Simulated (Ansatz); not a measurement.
# LiCaCl3 (model cell, started as cubic perovskite with Ca in the octahedra): the cell at rest

Task: relax LiCaCl3 (model cell, started as cubic perovskite with Ca in the octahedra) tightly.

Method: DFT PBEsol, scalar-relativistic, plane waves, PAW; PAW set soft_1, in Ansatz 0.2.0.

The structure was built from a prototype and need not be the compound's stable phase.

**1. The structure**

The structure is cubic, space group Pm-3m (No. 221). The conventional cell has a = 5.508 Å, b = 5.508 Å, c = 5.508 Å, α = 90.00°, β = 90.00°, γ = 90.00°. Li has 12 Cl at 3.89 Å nearest. Ca has 6 Cl at 2.75 Å nearest. Cl has 2 Ca at 2.75 Å nearest. Farther neighbours and most contacts between anions are not listed.

**2. A coarse first look**

A quick single point on a coarse mesh tells whether the cell has a gap and how far it is from rest, which sets the k mesh and smearing that follow.

The input, input.yaml:

```yaml
crystal:
  lattice:
    - [5.5076, 0.0, 0.0]
    - [0.0, 5.5076, 0.0]
    - [0.0, 0.0, 5.5076]
  atoms:
    - { symbol: Li, position: [0.0, 0.0, 0.0] }
    - { symbol: Ca, position: [0.5, 0.5, 0.5] }
    - { symbol: Cl, position: [0.5, 0.5, 0.0] }
    - { symbol: Cl, position: [0.5, 0.0, 0.5] }
    - { symbol: Cl, position: [0.0, 0.5, 0.5] }
kpoints:
  mp_grid: { grid: [4, 4, 4] }
hamiltonian:
  xc: pbesol
  pseudopotentials: { kind: paw, azcp: { folder: soft_1 }, xc_functional: pbe }
scf:
  occupations: { method: gaussian, width: 0.1 }
output:
  forces: true
  stress: true
  eigenvalues: true
```

Started as:

```
$ ansatz run input.yaml --threads 4 --pin off --max-ram 16384MiB --backend cpu --events-out ev --progress --plain --runs-dir out
```

Numbers of over 12 decimals in the logs are rounded to 6 here.

Output:

```text
Engine: ansatz 0.2.0, aarch64-unknown-linux-gnu
Pseudopotentials: kind: paw
Pseudopotential: Li, paw, valence charge 3, recommended cutoff 420 eV (normal), soft_1/Li.paw.azcp
Pseudopotential: Ca, paw, valence charge 10, recommended cutoff 420 eV (normal), soft_1/Ca.paw.azcp
Pseudopotential: Cl, paw, valence charge 7, recommended cutoff 420 eV (normal), soft_1/Cl.paw.azcp
Functional definition: PBEsol
[...]
--- Band table (eV; the first three rows and the last of 10) ---
  k-point 0: bands = [... 13 lower, -0.7220, -0.5723, -0.5723, -0.5723, 3.3861, 5.3239, 5.3239, 5.3239]
  k-point 1: bands = [... 13 lower, -0.8461, -0.7730, -0.6113, -0.6113, 3.8699, 5.3627, 5.6874, 5.6874]
  k-point 2: bands = [... 13 lower, -1.0367, -0.8225, -0.6166, -0.6166, 4.7623, 5.1441, 5.4031, 6.0638]
  k-point 9: bands = [... 13 lower, -1.5756, -0.2645, -0.2645, -0.2645, 4.4145, 6.9118, 6.9118, 6.9118]
[key lines of the parts left out:]
SCF converged after 9 iterations
Free energy (F): -5188.284190 eV
Fermi energy:    1.563186 eV
P = ⅓ Tr σ = -2.6734 GPa (-26.734 kbar)
```

The job ended after 1 s (4 threads of Arm Neoverse V1, shared host; peak memory 0.4 GiB).

Numbers from this step:

```yaml
pressure: -2.673 GPa
gap_on_the_k_mesh: 3.651 eV
volume_per_atom: 33.41 Å³
direct_gap_on_mesh: 3.958 eV
```

The coarse mesh shows a gap of 3.65 eV and a pressure of -2.7 GPa.

**3. Relaxation**

Harmonic phonons are second derivatives at a point where the forces vanish, and they are wanted at zero stress, so atoms and cell are relaxed first.

Edit input.yaml of step 2 so:

```diff
@@ -17,3 +17,3 @@
 scf:
-  occupations: { method: gaussian, width: 0.1 }
+  occupations: { method: gaussian, width: 0.02 }
 output:
@@ -22 +22,6 @@
   eigenvalues: true
+relax:
+  adjacent_minimum: "off"
+  f_tol: 0.005
+  max_steps: 80
+  cell: { stress_tol: 0.05 }
```

Output:

```text
[...]
Crystal: 5 atoms, lattice volume = 167.066 Å³
Basis set: ecut = 420 eV, 3239 PW (Γ), exchange–correlation on 80×80×80 points (8 copies of the dense FFT grid, shifted against one another)
Bands: 22, of which v1, the nominal top of the filled ones, is band 17 counted from 1 (16 counted from 0)
Symmetry: 48 space group operations
[...]
k-points: 10 of 64
[...]
SCF iter   1: F=—  HF=-5191.279833 eV  |F-HF|=—  |Δ(HF+E_count)|=         —  Δρ=4.32e-2  dr2=7.82e0  ethr=3.10e-3  ⟨swp⟩=10.5  Hψ=1558  notcnv=0
[...]
SCF iter   9: F=-5188.284190 eV  HF=-5188.284190 eV  |F-HF|=2.50e-8  |Δ(HF+E_count)|=   5.43e-7  Δρ=1.68e-6  dr2=7.64e-9  ethr=2.94e-10  ⟨swp⟩=12.4  Hψ=1335  notcnv=0
SCF 1 converged in 9 iterations: F = -5188.284190 eV  dr2 = 7.64e-9
[...]
relax step   1: F+E_penalty+E_count = -5188.28418991 eV  Δ(F+E_penalty+E_count) = +0.000e0 eV  max|allowed force component| = 1.433e-29 eV/Å  Δτ_max = 0.0000 Å  P = -2.673 GPa  Ω = 167.066 Å³  (9 SCF iters, dr2 threshold 1.00e-7 eV, accepted)
Crystal: 5 atoms, lattice volume = 153.216 Å³
Basis set: ecut = 420 eV, 2945 PW (Γ), exchange–correlation on 80×80×80 points (8 copies of the dense FFT grid, shifted against one another)
[...]
iter 1 solved again at ethr=1.72e-4 eV; its pass at ethr=3.10e-3 eV (dr2=5.85e-2 eV) is discarded
[...]
SCF iter   7: F=-5188.455455 eV  HF=-5188.455455 eV  |F-HF|=2.23e-8  |Δ(HF+E_count)|=   6.19e-7  Δρ=3.59e-6  dr2=2.81e-8  ethr=1.47e-9  ⟨swp⟩=7.6  Hψ=1034  notcnv=0
SCF 2 converged in 7 iterations: F = -5188.455455 eV  dr2 = 2.81e-8
relax step   2: F+E_penalty+E_count = -5188.45545464 eV  Δ(F+E_penalty+E_count) = -1.713e-1 eV  max|allowed force component| = 2.081e-29 eV/Å  Δτ_max = 0.0000 Å  P = -1.154 GPa  Ω = 153.216 Å³  energy of the carried Pulay correction = +1.557e-4 eV  (7 SCF iters, dr2 threshold 5.00e-7 eV, accepted)
Crystal: 5 atoms, lattice volume = 144.158 Å³
Basis set: ecut = 420 eV, 2801 PW (Γ), exchange–correlation on 80×80×80 points (8 copies of the dense FFT grid, shifted against one another)
[...]
SCF iter   6: F=-5188.480223 eV  HF=-5188.480223 eV  |F-HF|=2.00e-7  |Δ(HF+E_count)|=   4.31e-6  Δρ=8.43e-6  dr2=2.67e-7  ethr=1.47e-9  ⟨swp⟩=8.5  Hψ=1155  notcnv=0
SCF 3 converged in 6 iterations: F = -5188.480223 eV  dr2 = 2.67e-7
relax step   3: F+E_penalty+E_count = -5188.48022343 eV  Δ(F+E_penalty+E_count) = -2.477e-2 eV  max|allowed force component| = 4.828e-30 eV/Å  Δτ_max = 0.0000 Å  P = +0.367 GPa  Ω = 144.158 Å³  energy of the carried Pulay correction = +2.650e-4 eV  (6 SCF iters, dr2 threshold 5.00e-7 eV, accepted)
[...]
relax step   4: F+E_penalty+E_count = -5188.48235658 eV  Δ(F+E_penalty+E_count) = -2.133e-3 eV  max|allowed force component| = 4.205e-29 eV/Å  Δτ_max = 0.0000 Å  P = -0.030 GPa  Ω = 146.244 Å³  energy of the carried Pulay correction = +2.393e-4 eV  (5 SCF iters, dr2 threshold 3.36e-7 eV, accepted)
Basis set: ecut = 420 eV, 2897 PW (Γ), exchange–correlation on 72×72×72 points (8 copies of the dense FFT grid, shifted against one another)
[...]
SCF iter   6: F=-5188.482144 eV  HF=-5188.482144 eV  |F-HF|=2.55e-11  |Δ(HF+E_count)|=  1.00e-10  Δρ=1.70e-7  dr2=1.64e-11  ethr=1.00e-12  ⟨swp⟩=5.1  Hψ=818  notcnv=0
SCF 5 converged in 6 iterations: F = -5188.482144 eV  dr2 = 1.64e-11
relax step   5: F+E_penalty+E_count = -5188.48214412 eV  Δ(F+E_penalty+E_count) = +2.125e-4 eV  max|allowed force component| = 1.767e-29 eV/Å  Δτ_max = 0.0000 Å  P = -0.031 GPa  Ω = 146.244 Å³  stress off target by 3.06e-2 GPa  SCF on the basis re-selected at this cell (its energy is not comparable with the rows above)  (6 SCF iters)
basis re-selected at this cell: Δ(F+E_penalty+E_count) = +2.125e-4 eV, ΔP = -0.000 GPa vs the last step (what re-selecting the basis moved, of the pressure what is left beyond the Pulay correction that the steps carried, after the strain that the cell walked since its last selection, with what the two solves' SCF thresholds leave and, on support functions, any second-order correction that the steps lacked; it is no measure of the basis error at this ecutwfc). The dense FFT grid was sized anew with the basis: this SCF ran on 36×36×36 points, the steps before it on 40×40×40, so part of this shift can come from that change (see relax.cell in the input reference). [rest of the remark cut]
SCF converged after 6 iterations
Free energy (F): -5188.482144 eV
[...]
Internal energy: -5188.482144 eV  (E = F + TS)
E sigma→0 (E₀):  -5188.482144 eV
Fermi energy:    2.423533 eV
[...]
--- Stress (GPa, compression-positive) ---
       -0.030577       0.000000       0.000000
        0.000000      -0.030577      -0.000000
        0.000000      -0.000000      -0.030577
  P = ⅓ Tr σ = -0.0306 GPa (-0.306 kbar)
--- Band table (eV; the first three rows and the last of 10) ---
  k-point 0: bands = [... 13 lower, -0.0251, 0.2389, 0.2389, 0.2389, 4.2920, 6.1931, 6.1931, 6.1931, ... 1 higher]
  k-point 1: bands = [... 13 lower, -0.1816, -0.0964, 0.1781, 0.1781, 4.8353, 6.2452, 6.6783, 6.6783, ... 1 higher]
  k-point 2: bands = [... 13 lower, -0.4396, -0.1650, 0.1628, 0.1628, 5.8854, 6.1184, 6.2999, 7.1806, ... 1 higher]
  k-point 9: bands = [... 13 lower, -0.9634, 0.5549, 0.5549, 0.5549, 5.2575, 8.2435, 8.2435, 8.2435, ... 1 higher]
--- Relaxed structure (4 steps of the walk, 4 accepted, 1 SCFs on fresh bases) ---
  F+E_penalty+E_count = -5188.48214412 eV   max|allowed force component| = 1.767e-29 eV/Å   (the final SCF, on the basis selected at the relaxed cell)
  cell:  # Å, volume = 146.2440 Å³
    - [5.268569, 0, 0]
    - [0, 5.268569, 0]
    - [0, 0, 5.268569]
  atoms:
    - { symbol: Li, position: [0, 0, 0] }
    - { symbol: Ca, position: [0.500000, 0.500000, 0.500000] }
    - { symbol: Cl, position: [0.500000, 0.500000, 0] }
    - { symbol: Cl, position: [0.500000, 0, 0.500000] }
    - { symbol: Cl, position: [0, 0.500000, 0.500000] }
```

Wall time 4.2 s (4 threads); peak memory 0.42 GiB.

Relaxation path:

```
step  energy less that of the first step (eV)  largest force component (eV/Å)  pressure (GPa)  volume (Å³)
   1                                   0.0000                          0.0000           -2.67       167.07
   2                                  -0.1713                          0.0000           -1.15       153.22
   3                                  -0.1960                          0.0000            0.37       144.16
   4                                  -0.1982                          0.0000           -0.03       146.24
  5*                                  -0.1980                          0.0000           -0.03       146.24
```

Relaxation steps marked * repeat the geometry before them on a plane-wave basis chosen anew for their cell, so energy and pressure can jump there.

The run keeps the 48 symmetry operations that it works with, so distortions that break them were not tested.

```
conventional cell, symmetrised  before  after   change
                         a (Å)   5.508  5.269   -4.3 %
                         b (Å)   5.508  5.269   -4.3 %
                         c (Å)   5.508  5.269   -4.3 %
              volume (Å³/atom)   33.41  29.25  -12.5 %
```

Final coordinates:

```
Li Ca Cl
1.0
     5.26857    0.00000    0.00000
     0.00000    5.26857    0.00000
     0.00000    0.00000    5.26857
Li Ca Cl
1 1 3
Direct
  0.00000 0.00000 0.00000
  0.50000 0.50000 0.50000
  0.50000 0.50000 0.00000
  0.50000 0.00000 0.50000
  0.00000 0.50000 0.50000
```

This step gave:

- pressure: -0.03058 GPa
- gap on the k-mesh: 3.737 eV
- volume per atom: 29.25 Å³
- direct gap on mesh: 4.053 eV

In this step the volume went from 33.41 to 29.25 Å³/atom.

**4. Relaxation**

The relaxation is repeated from its end on the same settings, as a check that it has come to rest.

Edit input.yaml of step 3 so:

```diff
@@ -2,5 +2,5 @@
   lattice:
-    - [5.5076, 0.0, 0.0]
-    - [0.0, 5.5076, 0.0]
-    - [0.0, 0.0, 5.5076]
+    - [5.2685691935, 0.0, 0.0]
+    - [0.0, 5.2685691935, 0.0]
+    - [0.0, 0.0, 5.2685691935]
   atoms:
@@ -22,2 +22,6 @@
   eigenvalues: true
+  write_density: true
+  write_potential: true
+  elf: true
+  volumetric_format: npy
 relax:
```

Output:

```text
[...]
Crystal: 5 atoms, lattice volume = 146.244 Å³
Basis set: ecut = 420 eV, 2897 PW (Γ), exchange–correlation on 72×72×72 points (8 copies of the dense FFT grid, shifted against one another)
Bands: 22, of which v1, the nominal top of the filled ones, is band 17 counted from 1 (16 counted from 0)
[... 1 set-up line as in the run before ...]
[...]
k-points: 10 of 64
[...]
cell:  # Å, volume = 146.2440 Å³
    - [5.2685691935, 0.0, 0.0]
    - [0.0, 5.2685691935, 0.0]
    - [0.0, 0.0, 5.2685691935]
  atoms:
    - { symbol: Li, position: [0.0, 0.0, 0.0] }
    - { symbol: Ca, position: [0.500000, 0.500000, 0.500000] }
    - { symbol: Cl, position: [0.500000, 0.500000, 0.0] }
    - { symbol: Cl, position: [0.500000, 0.0, 0.500000] }
    - { symbol: Cl, position: [0.0, 0.500000, 0.500000] }
[key lines of the parts left out:]
SCF converged after 6 iterations
Free energy (F): -5188.482144 eV
Fermi energy:    2.423533 eV
P = ⅓ Tr σ = -0.0306 GPa (-0.306 kbar)
```

It took 1.9 s on 4 threads; peak memory 0.4 GiB; 6.5 s of CPU time.

Little changed from the start: no atom moved by 0.005 Å and no cell edge by 0.1 %.

Valence density in the ac plane at fractional y = 0.500, with atoms of Ca and Cl within 0.2 Å of it. It is the smooth field of the valence electrons, not physical close to the nuclei.

Ten even steps from '_' (0.0 e/Å³) to '@' (6.1 e/Å³), each cell a mean:
```
__________..::::::::__________
____________..::::..__________
______________..______________
______________________________
______________________________
::....______::==--..______..::
..::..____..++%%##--______::::
..::..____..**@@%%==____..::::
::::..____..--**++::______..::
....________......__________..
______________________________
______________________________
____________........__________
__________..::::::..__________
__________..::....::__________
```
Columns run along a (5.3 Å), rows up along c (5.3 Å). Atoms in or near the plane, at fractional coordinates: Ca at (0.50, 0.50), Cl at (0.50, 0.00), Cl at (0.00, 0.50).

Electrostatic potential energy in the ac plane at fractional y = 0.500, with atoms of Ca and Cl within 0.2 Å of it. With pseudopotentials it is smooth inside the atoms' cores, unlike the true potential.

Ten even steps from '0' (-49 eV) to '9' (7 eV), each cell a mean:
```
999996212489999
999998534799999
999999888999999
999999988999999
899998777899998
358987423589974
126885100378842
125885000278831
237986201479852
679998655789986
999999888899999
999999988999999
999999756899999
999997322599999
999996211389999
```
Columns run along a (5.3 Å; values clipped at the 3rd and 97th percentile), rows up along c (5.3 Å). Atoms in or near the plane, at fractional coordinates: Ca at (0.50, 0.50), Cl at (0.50, 0.00), Cl at (0.00, 0.50).

ELF in the ac plane at fractional y = 0.500, with atoms of Ca and Cl within 0.2 Å of it. It is the smooth field of the valence electrons, not physical close to the nuclei.

Ten even steps from '_' (0.00) to '@' (0.87), each cell a mean:
```
____..==%%@@%%**##@@@@##::____
______::##@@@@@@@@@@%%++..____
--::____--##%%@@%%%%++..__..::
##**--____..::----::..__..++##
@@@@##--____::==--..__..++%%@@
@@@@@@**__==%%@@@@##..::%%@@@@
++%%@@**..##@@@@@@@@----%%@@##
--%%@@**..##@@@@@@@@==--@@@@**
%%@@@@**..++@@@@@@%%::::%%@@%%
@@@@%%==__..++####==__..##@@@@
%%%%++..____......______--##%%
++--..__..==********--____::==
..____..++%%@@@@@@@@##--____..
______--%%@@@@%%%%@@@@**::____
____..++%%@@%%--++@@@@##--____
```
Columns run along a (5.3 Å), rows up along c (5.3 Å). Atoms in or near the plane, at fractional coordinates: Ca at (0.50, 0.50), Cl at (0.50, 0.00), Cl at (0.00, 0.50).

In this step the volume went from 29.25 to 29.25 Å³/atom.

**5. Tight relaxation**

Phonons need a cell at rest on their own settings, so the relaxation is repeated with tight tolerances on forces and stress on the k mesh and occupations of the first response run.

input.yaml, the sections that differ from step 4:

```yaml
scf:
  occupations: { method: fixed }
output:
  forces: true
  stress: true
  eigenvalues: true
relax:
  adjacent_minimum: "off"
  f_tol: 0.001
  max_steps: 60
  cell: { stress_tol: 0.01 }
# crystal, kpoints, hamiltonian: as in step 4
```

Output:

```text
[...]
Crystal: 5 atoms, lattice volume = 146.244 Å³
Basis set: ecut = 420 eV, 2897 PW (Γ), exchange–correlation on 72×72×72 points (8 copies of the dense FFT grid, shifted against one another)
Bands: 22, of which v1, the nominal top of the filled ones, is band 17 counted from 1 (16 counted from 0)
[... 1 set-up line as in the run before ...]
[...]
k-points: 10 of 64
[...]
--- Relaxed structure (2 steps of the walk, 2 accepted, 1 SCFs on fresh bases) ---
[...]
cell:  # Å, volume = 146.1074 Å³
    - [5.266929, 0, 0]
    - [0, 5.266929, 0]
    - [0, 0, 5.266929]
  atoms:
    - { symbol: Li, position: [0, 0, 0] }
    - { symbol: Ca, position: [0.5, 0.5, 0.5] }
    - { symbol: Cl, position: [0.5, 0.5, 0] }
    - { symbol: Cl, position: [0.5, 0, 0.5] }
    - { symbol: Cl, position: [0, 0.5, 0.5] }
[key lines of the parts left out:]
SCF converged after 8 iterations
Free energy (F): -5188.482160 eV
Fermi energy:    0.561176 eV
P = ⅓ Tr σ = -0.0055 GPa (-0.055 kbar)
```

The job ended after 2.4 s (4 threads; peak memory 0.39 GiB; 8.3 s of CPU time).

Little changed from the start: no atom moved by 0.005 Å and no cell edge by 0.1 %.

A gap read on the k-mesh alone can miss the band edges.

This step gave:

```
pressure           : -0.005515 GPa
gap on the k-mesh  : 3.738 eV
volume per atom    : 29.22 Å³
direct gap on mesh : 4.054 eV
```

The forces vanish by symmetry and the pressure is -0.006 GPa, within the tolerances set. The cell now holds 29.22 Å³/atom.

**6. Summary of results**

```yaml
space_group_after_relaxation_within_0p01_a: Pm-3m
lattice_constant_a: 5.267 Å
lattice_constant_b: 5.267 Å
lattice_constant_c: 5.267 Å
volume_per_atom: 29.2 Å³
gap_on_the_k_mesh: 3.74 eV
```

The forces vanish by symmetry and the pressure is -0.006 GPa, within the tolerances set. The cell now holds 29.22 Å³/atom. The relaxation keeps the symmetry of its start, so it says nothing on stability against lower symmetry. The PAW files were made for PBE and serve the other functionals too. The starting cell was built on a prototype and not taken from a measurement, so the phase need not exist.

[Logs are printed without paths, hosts, clocks, repeated set-up lines and the standing remarks that a program may print on its own settings, such as how far it seeks lower states.]

[Hosts, paths, dates, database ids (printed as entryN), source tags and the programs' standing remarks are cut or masked in the printed files.]
